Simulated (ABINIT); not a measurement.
Entries from a set of simulations; values are calculated unless marked as measured.

```
Quasiparticle gap of Ca2Si (Fm-3m) in ABINIT
1.0
     0.00000    3.58523    3.58523
     3.58523    0.00000    3.58523
     3.58523    3.58523    0.00000
Ca Si
2 1
Direct
  0.75000 0.75000 0.75000
  0.25000 0.25000 0.25000
  0.00000 0.00000 0.00000
# method: RPA screening on LDA, plane waves, norm-conserving pseudopotentials (and 2 further levels or steps)
# program: ABINIT 10.8.3
# settings: cutoff 30 Ha, PseudoDojo scalar-relativistic 0.4.1 standard, norm-conserving, ngkpt (2, 2, 2), nband 73, ecuteps 3.9 Ha, inclvkb 2, shiftk (0, 0, 0), symchi 1, awtr 1, frequency ppm, 2×2×2 k-mesh
# cost: 4 runs, 58 s in all on 4 MPI ranks of Arm Neoverse N1, shared host
# notes: The program’s warnings: nproc spkpt=  >= nkpt= * nsppol=. The cell and positions are those that the Materials Project relaxed with its own functionals (PBE, PBE+U or r2SCAN), kept fixed. Limits: mesh may overstate the screening. The 2×2×2 mesh is coarse for this cell, which bears on the long-range parts of exchange and screening. The RPA ε∞ on this mesh reaches over 25; with a narrow direct gap a coarse mesh can overstate it, and the correction is then too small.
# LDA gap: 0.51 eV, direct
# G0W0 gap on the mesh: 1.10 eV
# GW settings: 2×2×2 mesh, 73 bands, screening to 106.1 eV, Godby-Needs plasmon pole
# known limits: short of the basis limit; mesh may overstate the screening; coarse k mesh
```

[Long decimals in the printed logs are rounded to 6 places.]

[Logs are printed without paths, hosts, clocks, repeated set-up lines and the standing remarks that a program may print on its own settings, such as how far it seeks lower states.]

[Paths, hosts, dates, memory and timing lines, banners, echoed tables and standing remarks are left out of the program output; an Ansatz launch command may be rebuilt from the run's recorded settings. Measured values are a selection of at most five: reports struck by readers or far from the other reports are left out. None is set beside runs whose start may be inverted or whose files or cutoffs have a known fault.]

[Runs of the session that timed out or met a known fault of the program may be left out.]

[Hosts, paths, dates, database ids (printed as entryN), source tags and the programs' standing remarks are cut or masked in the printed files.]

[G0W0 gaps are taken among the corrected bands and points alone; a level outside them can change the order at an edge.]

[Where Ansatz stands beside ABINIT at settings called matched, ABINIT's density can come from a denser mesh and the files from another edition; pairs whose starting gaps differed by over 0.03 eV were left out, so agreement reads better than it is.]
